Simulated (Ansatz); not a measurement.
# YBiS3 (model cell, started as cubic perovskite with Y in the octahedra): the cell at rest

Wanted: the relaxed cell of YBiS3 (model cell, started as cubic perovskite with Y in the octahedra).

Method: DFT PBEsol, scalar-relativistic, plane waves, PAW; PAW set soft_1, in Ansatz 0.2.0.

The structure was built from a prototype and need not be the compound's stable phase.

### 1. Set-up

It takes space group Pm-3m (No. 221, cubic). Conventional cell: a = 5.370 Å, b = 5.370 Å, c = 5.370 Å, α = 90.00°, β = 90.00°, γ = 90.00°. Nearest to Bi lie 12 S at 3.80 Å. Nearest to Y lie 6 S at 2.69 Å. Nearest to S lie 2 Y at 2.69 Å. Farther neighbours and most contacts between anions are not listed.

### 2. A coarse first look

First a cheap look: the gap decides the mesh and the occupations, the pressure tells how far the cell has to move.

File input.yaml:

```yaml
crystal:
  lattice:
    - [5.3704, 0.0, 0.0]
    - [0.0, 5.3704, 0.0]
    - [0.0, 0.0, 5.3704]
  atoms:
    - { symbol: Bi, position: [0.0, 0.0, 0.0] }
    - { symbol: "Y", position: [0.5, 0.5, 0.5] }
    - { symbol: S, position: [0.5, 0.5, 0.0] }
    - { symbol: S, position: [0.5, 0.0, 0.5] }
    - { symbol: S, position: [0.0, 0.5, 0.5] }
kpoints:
  mp_grid: { grid: [4, 4, 4] }
hamiltonian:
  xc: pbesol
  pseudopotentials: { kind: paw, azcp: { folder: soft_1 }, xc_functional: pbe }
scf:
  occupations: { method: gaussian, width: 0.1 }
output:
  forces: true
  stress: true
  eigenvalues: true
```

Started as:

```sh
$ ansatz run input.yaml --threads 8 --pin off --max-ram 16384MiB --backend cpu --events-out ev --progress --plain --runs-dir out
```

Numbers of over 12 decimals in the logs are rounded to 6 here.

Log:

```text
Engine: ansatz 0.2.0, x86_64-unknown-linux-gnu
Pseudopotentials: kind: paw
Pseudopotential: Bi, paw, valence charge 15, recommended cutoff 420 eV (normal), soft_1/Bi.paw.azcp
Pseudopotential: Y, paw, valence charge 11, recommended cutoff 420 eV (normal), soft_1/Y.paw.azcp
Pseudopotential: S, paw, valence charge 6, recommended cutoff 420 eV (normal), soft_1/S.paw.azcp
Functional definition: PBEsol
  exchange = pbesol_x
[...]
k-point 0: bands = [... 18 lower, 4.0608, 4.2520, 4.2520, 4.2520, 6.1911, 6.1911, 6.1911, 7.4364, ... 1 higher]
  k-point 1: bands = [... 18 lower, 3.6408, 3.9087, 4.2828, 4.2828, 5.3155, 5.8786, 5.8786, 7.4907, ... 1 higher]
  k-point 2: bands = [... 18 lower, 3.5627, 3.7705, 4.4131, 4.4131, 4.4250, 5.5450, 5.5450, 7.5482, ... 1 higher]
  k-point 9: bands = [... 18 lower, 2.4752, 4.8993, 4.8993, 4.8993, 6.0542, 6.0542, 6.0542, 10.3510, ... 1 higher]
[key lines of the parts left out:]
SCF converged after 11 iterations
Free energy (F): -18696.317853 eV
Fermi energy:    4.651265 eV
P = ⅓ Tr σ = -6.9058 GPa (-69.058 kbar)
```

The job ended after 0.38 s (8 threads of AMD EPYC 9B45 (Zen 5), shared host; peak memory 0.57 GiB).

Numbers from this step:

```yaml
pressure: -6.906 GPa
volume_per_atom: 30.98 Å³
gap_on_the_k_mesh: 0 eV
```

The coarse mesh shows no gap and a pressure of -6.9 GPa.

### 3. Bringing the structure to rest

The cell and atoms are relaxed, since residual forces and stress would shift the frequencies.

input.yaml, as its differences from that of step 2:

```diff
@@ -12,3 +12,3 @@
 kpoints:
-  mp_grid: { grid: [4, 4, 4] }
+  mp_grid: { grid: [8, 8, 8] }
 hamiltonian:
@@ -22 +22,6 @@
   eigenvalues: true
+relax:
+  adjacent_minimum: "off"
+  f_tol: 0.005
+  max_steps: 80
+  cell: { stress_tol: 0.05 }
```

Log:

```text
[...]
Crystal: 5 atoms, lattice volume = 154.889 Å³
Basis set: ecut = 420 eV, 2969 PW (Γ), exchange–correlation on 72×72×72 points (8 copies of the dense FFT grid, shifted against one another)
Bands: 27, of which v1, the nominal top of the filled ones, is band 22 counted from 1 (21 counted from 0)
Symmetry: 48 space group operations
[...]
k-points: 35 of 512
[...]
SCF iter   1: F=—  HF=-18699.992640 eV  |F-HF|=—  |Δ(HF+E_count)|=         —  Δρ=4.25e-2  dr2=1.33e1  ethr=3.10e-3  ⟨swp⟩=6.8  Hψ=4402  notcnv=0
[...]
SCF iter  11: F=-18696.246519 eV  HF=-18696.246519 eV  |F-HF|=8.86e-9  |Δ(HF+E_count)|=   1.68e-8  Δρ=1.81e-6  dr2=1.19e-8  ethr=2.27e-10  ⟨swp⟩=8.5  Hψ=4623  notcnv=0
SCF 1 converged in 11 iterations: F = -18696.246519 eV  dr2 = 1.19e-8
[...]
relax step   1: F+E_penalty+E_count = -18696.24651864 eV  Δ(F+E_penalty+E_count) = +0.000e0 eV  max|allowed force component| = 4.255e-29 eV/Å  Δτ_max = 0.0000 Å  P = -6.773 GPa  Ω = 154.889 Å³  (11 SCF iters, dr2 threshold 1.00e-7 eV, accepted)
Crystal: 5 atoms, lattice volume = 133.147 Å³
Basis set: ecut = 420 eV, 2553 PW (Γ), exchange–correlation on 72×72×72 points (8 copies of the dense FFT grid, shifted against one another)
[...]
iter 1 solved again at ethr=2.55e-3 eV; its pass at ethr=3.10e-3 eV (dr2=1.12e0 eV) is discarded
[...]
SCF iter   8: F=-18696.787405 eV  HF=-18696.787405 eV  |F-HF|=4.70e-8  |Δ(HF+E_count)|=   1.14e-6  Δρ=8.49e-6  dr2=1.43e-7  ethr=1.14e-9  ⟨swp⟩=8.9  Hψ=4579  notcnv=0
SCF 2 converged in 8 iterations: F = -18696.787405 eV  dr2 = 1.43e-7
[...]
relax step   2: F+E_penalty+E_count = -18696.78740482 eV  Δ(F+E_penalty+E_count) = -5.409e-1 eV  max|allowed force component| = 1.470e-29 eV/Å  Δτ_max = 0.0000 Å  P = -0.212 GPa  Ω = 133.147 Å³  energy of the carried Pulay correction = +1.315e-3 eV  (8 SCF iters, dr2 threshold 5.00e-7 eV, accepted)
Crystal: 5 atoms, lattice volume = 132.548 Å³
[...]
SCF iter   6: F=-18696.787721 eV  HF=-18696.787721 eV  |F-HF|=7.35e-10  |Δ(HF+E_count)|=   5.03e-9  Δρ=1.45e-6  dr2=4.58e-9  ethr=9.71e-11  ⟨swp⟩=3.0  Hψ=3741  notcnv=0
SCF 3 converged in 6 iterations: F = -18696.787721 eV  dr2 = 4.58e-9
relax step   3: F+E_penalty+E_count = -18696.78772103 eV  Δ(F+E_penalty+E_count) = -3.162e-4 eV  max|allowed force component| = 8.469e-30 eV/Å  Δτ_max = 0.0000 Å  P = +0.065 GPa  Ω = 132.548 Å³  energy of the carried Pulay correction = +1.354e-3 eV  (6 SCF iters, dr2 threshold 1.12e-7 eV, accepted)
[...]
relax step   4: F+E_penalty+E_count = -18696.78773988 eV  Δ(F+E_penalty+E_count) = -1.886e-5 eV  max|allowed force component| = 1.062e-29 eV/Å  Δτ_max = 0.0000 Å  P = -0.000 GPa  Ω = 132.688 Å³  energy of the carried Pulay correction = +1.345e-3 eV  (6 SCF iters, dr2 threshold 1.04e-8 eV, accepted)
[...]
SCF iter   6: F=-18696.786388 eV  HF=-18696.786388 eV  |F-HF|=7.28e-12  |Δ(HF+E_count)|=  1.46e-11  Δρ=2.44e-8  dr2=1.29e-12  ethr=1.00e-12  ⟨swp⟩=3.6  Hψ=3386  notcnv=0
SCF 5 converged in 6 iterations: F = -18696.786388 eV  dr2 = 1.29e-12
relax step   5: F+E_penalty+E_count = -18696.78638774 eV  Δ(F+E_penalty+E_count) = +1.352e-3 eV  max|allowed force component| = 1.342e-29 eV/Å  Δτ_max = 0.0000 Å  P = -0.000 GPa  Ω = 132.688 Å³  stress off target by 2.13e-4 GPa  SCF on the basis re-selected at this cell (its energy is not comparable with the rows above)  (6 SCF iters)
basis re-selected at this cell: Δ(F+E_penalty+E_count) = +1.352e-3 eV, ΔP = +0.000 GPa vs the last step (what re-selecting the basis moved, of the pressure what is left beyond the Pulay correction that the steps carried, after the strain that the cell walked since its last selection, with what the two solves' SCF thresholds leave and, on support functions, any second-order correction that the steps lacked; it is no m [...]
SCF converged after 6 iterations
Free energy (F): -18696.786388 eV
[...]
Internal energy: -18696.765811 eV  (E = F + TS)
E sigma→0 (E₀):  -18696.776099 eV
Entropy (-TS):   -0.020577 eV (-4.115 meV/atom)
Fermi energy:    6.525409 eV
[...]
--- Stress (GPa, compression-positive) ---
       -0.000213      -0.000000      -0.000000
       -0.000000      -0.000213      -0.000000
       -0.000000      -0.000000      -0.000213
  P = ⅓ Tr σ = -0.0002 GPa (-0.002 kbar)
--- Band table (eV; the first three rows and the last of 35) ---
  k-point 0: bands = [... 18 lower, 5.5926, 6.1571, 6.1571, 6.1571, 8.3255, 8.3255, 8.3255, 8.9986, ... 1 higher]
  k-point 1: bands = [... 18 lower, 5.5254, 5.8061, 6.1137, 6.1137, 7.9635, 8.1976, 8.1976, 9.0192, ... 1 higher]
  k-point 2: bands = [... 18 lower, 5.1892, 5.3740, 6.1196, 6.1196, 7.2204, 7.8941, 7.8941, 9.0707, ... 1 higher]
  k-point 34: bands = [... 18 lower, 3.8648, 6.6841, 6.6841, 6.6841, 8.1205, 8.1205, 8.1205, 12.6775, ... 1 higher]
--- Relaxed structure (4 steps of the walk, 4 accepted, 1 SCFs on fresh bases) ---
  F+E_penalty+E_count = -18696.78638774 eV   max|allowed force component| = 1.342e-29 eV/Å   (the final SCF, on the basis selected at the relaxed cell)
  cell:  # Å, volume = 132.6877 Å³
    - [5.100470, 0, 0]
    - [0, 5.100470, 0]
    - [0, 0, 5.100470]
  atoms:
    - { symbol: Bi, position: [0, 0, 0] }
    - { symbol: Y, position: [0.5, 0.5, 0.5] }
    - { symbol: S, position: [0.5, 0.5, 0] }
    - { symbol: S, position: [0.5, 0, 0.5] }
    - { symbol: S, position: [0, 0.5, 0.5] }
```

Run time: 2.5 s. Hardware: 8 threads; peak memory 0.7 GiB.

Step by step:

```csv
step,energy less that of the first step (eV),largest force component (eV/Å),pressure (GPa),volume (Å³)
1,0.0000,0.0000,-6.77,154.89
2,-0.5409,0.0000,-0.21,133.15
3,-0.5412,0.0000,0.06,132.55
4,-0.5412,0.0000,0.00,132.69
5*,-0.5399,0.0000,0.00,132.69
```

Relaxation steps marked * repeat the geometry before them on a plane-wave basis chosen anew for their cell, so energy and pressure can jump there.

The run keeps the 48 symmetry operations that it works with, so distortions that break them were not tested.

```csv
"conventional cell, symmetrised",before,after,change
a (Å),5.370,5.100,-5.0 %
b (Å),5.370,5.100,-5.0 %
c (Å),5.370,5.100,-5.0 %
volume (Å³/atom),30.98,26.54,-14.3 %
```

Final coordinates:

```cif
data_structure
_symmetry_space_group_name_H-M 'P 1'
_symmetry_Int_Tables_number 1
_cell_length_a 5.1005
_cell_length_b 5.1005
_cell_length_c 5.1005
_cell_angle_alpha 90.000
_cell_angle_beta 90.000
_cell_angle_gamma 90.000
_cell_volume 132.69
loop_
_atom_site_label
_atom_site_type_symbol
_atom_site_fract_x
_atom_site_fract_y
_atom_site_fract_z
_atom_site_occupancy
Bi1 Bi 0.00000 0.00000 0.00000 1
Y2 Y 0.50000 0.50000 0.50000 1
S3 S 0.50000 0.50000 0.00000 1
S4 S 0.50000 0.00000 0.50000 1
S5 S 0.00000 0.50000 0.50000 1
```

This step gave:

```
pressure        : -2.13e-4 GPa
volume per atom : 26.54 Å³
```

In this step the volume went from 30.98 to 26.54 Å³/atom.

### 4. Bringing the structure to rest

The relaxation is repeated from its end on the same settings, as a check that it has come to rest.

input.yaml, as its differences from that of step 3:

```diff
@@ -2,5 +2,5 @@
   lattice:
-    - [5.3704, 0.0, 0.0]
-    - [0.0, 5.3704, 0.0]
-    - [0.0, 0.0, 5.3704]
+    - [5.100470251, 0.0, 0.0]
+    - [0.0, 5.100470251, 0.0]
+    - [0.0, 0.0, 5.100470251]
   atoms:
```

Log:

```text
[...]
Crystal: 5 atoms, lattice volume = 132.688 Å³
Basis set: ecut = 420 eV, 2553 PW (Γ), exchange–correlation on 72×72×72 points (8 copies of the dense FFT grid, shifted against one another)
Bands: 27, of which v1, the nominal top of the filled ones, is band 22 counted from 1 (21 counted from 0)
Symmetry: 48 space group operations
[...]
k-points: 35 of 512
[...]
cell:  # Å, volume = 132.6877 Å³
    - [5.100470251, 0.0, 0.0]
    - [0.0, 5.100470251, 0.0]
    - [0.0, 0.0, 5.100470251]
  atoms:
    - { symbol: Bi, position: [0.0, 0.0, 0.0] }
    - { symbol: Y, position: [0.500000, 0.500000, 0.500000] }
    - { symbol: S, position: [0.500000, 0.500000, 0.0] }
    - { symbol: S, position: [0.500000, 0.0, 0.500000] }
    - { symbol: S, position: [0.0, 0.500000, 0.500000] }
[key lines of the parts left out:]
SCF converged after 8 iterations
Free energy (F): -18696.786388 eV
Fermi energy:    6.525409 eV
P = ⅓ Tr σ = -0.0002 GPa (-0.002 kbar)
```

The job ended after 1.1 s (8 threads; peak memory 0.66 GiB).

Little changed from the start: no atom moved by 0.005 Å and no cell edge by 0.1 %.

This step gave:

| Quantity | Value |
| --- | --- |
| pressure | -2.14e-4 GPa |

In this step the volume went from 26.54 to 26.54 Å³/atom.

### 5. Tight relaxation

Phonons need a cell at rest on their own settings, so the relaxation is repeated with tight tolerances on forces and stress, using the mesh and the filling of the phonon run that follows.

input.yaml, as its differences from that of step 4:

```diff
@@ -17,3 +17,3 @@
 scf:
-  occupations: { method: gaussian, width: 0.1 }
+  occupations: { method: methfessel_paxton, width: 0.2 }
 output:
@@ -24,4 +24,4 @@
   adjacent_minimum: "off"
-  f_tol: 0.005
-  max_steps: 80
-  cell: { stress_tol: 0.05 }
+  f_tol: 0.001
+  max_steps: 60
+  cell: { stress_tol: 0.01 }
```

Log:

```text
[...]
Crystal: 5 atoms, lattice volume = 132.688 Å³
Basis set: ecut = 420 eV, 2553 PW (Γ), exchange–correlation on 72×72×72 points (8 copies of the dense FFT grid, shifted against one another)
Bands: 27, of which v1, the nominal top of the filled ones, is band 22 counted from 1 (21 counted from 0)
Symmetry: 48 space group operations
[...]
k-points: 35 of 512
[...]
cell:  # Å, volume = 132.6877 Å³
    - [5.100470251, 0.0, 0.0]
    - [0.0, 5.100470251, 0.0]
    - [0.0, 0.0, 5.100470251]
  atoms:
    - { symbol: Bi, position: [0.0, 0.0, 0.0] }
    - { symbol: Y, position: [0.500000, 0.500000, 0.500000] }
    - { symbol: S, position: [0.500000, 0.500000, 0.0] }
    - { symbol: S, position: [0.500000, 0.0, 0.500000] }
    - { symbol: S, position: [0.0, 0.500000, 0.500000] }
[key lines of the parts left out:]
SCF converged after 6 iterations
Free energy (F): -18696.778109 eV
Fermi energy:    6.527990 eV
P = ⅓ Tr σ = 0.0020 GPa (0.020 kbar)
```

Run time: 1.2 s. Hardware: 8 threads; peak memory 0.66 GiB.

Little changed from the start: no atom moved by 0.005 Å and no cell edge by 0.1 %.

This step gave:

| Property | Result |
| --- | --- |
| pressure | 0.001988 GPa |

The forces vanish by symmetry and the pressure is 0.002 GPa, within the tolerances set. The cell now holds 26.54 Å³/atom.

### 6. Outcome

```json
{
 "space group after relaxation (within 0.01 Å)": "Pm-3m",
 "lattice constant a": "5.100 Å",
 "lattice constant b": "5.100 Å",
 "lattice constant c": "5.100 Å",
 "volume per atom": "26.5 Å³"
}
```

What this shows: The forces vanish by symmetry and the pressure is 0.002 GPa, within the tolerances set. The cell now holds 26.54 Å³/atom. The relaxation keeps the symmetry of its start, so it says nothing on stability against lower symmetry. Spin-orbit coupling is left out, which can matter for the heavy elements here. The PAW files were made for PBE and serve the other functionals too. The starting cell was built on a prototype and not taken from a measurement, so the phase need not exist.

[Logs are printed without paths, hosts, clocks, repeated set-up lines and the standing remarks that a program may print on its own settings, such as how far it seeks lower states.]

[Hosts, paths, dates, database ids (printed as entryN), source tags and the programs' standing remarks are cut or masked in the printed files.]
